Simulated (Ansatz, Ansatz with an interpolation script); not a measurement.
Rows from a G0W0 calculation on TiO2 (Anatase) (Ansatz 0.2.0; G0W0 on LDA, plane waves, PAW; PAW set soft_1; 6×6×6 mesh, 313 empty bands, screening to 160 eV, PAW set soft_1 files), in eV. Spin-orbit coupling is left out.

```
row                       k  band   start       Σx  Σc at the solution      Vxc
  A                       Γ    c3  10.818  -14.322              -7.428  -23.101
  B                       Γ    c2   9.671  -13.444              -7.548  -22.472
  C                       Γ    v1   6.404  -25.183               4.504  -20.443
  D  (0.000, 0.000, -0.500)    v1   6.839  -25.692               4.426  -21.060
  E                       Γ    c1   8.903  -13.062              -6.648  -21.117
  F  (0.000, 0.000, -0.500)    c1  10.176  -13.884              -7.673  -23.036
```

Question: Work out each quasiparticle level and how far it moved.

The quasiparticle equation reads E = start + Σx + Σc(E) − Vxc.

```csv
row,E (eV),shift (eV)
A,12.168,+1.350
B,11.152,+1.480
C,6.168,−0.237
D,6.633,−0.207
E,10.310,+1.407
F,11.655,+1.479
```

Limits: not at the basis limit.

[Paths, hosts, dates, memory and timing lines, banners, echoed tables and standing remarks are left out of the program output.]

[Logs are printed without paths, hosts, clocks, repeated set-up lines and the standing remarks that a program may print on its own settings, such as how far it seeks lower states.]

[Runs of the session that timed out or met a known fault of the program may be left out.]

[Hosts, paths, dates, database ids (printed as entryN), source tags and the programs' standing remarks are cut or masked in the printed files.]
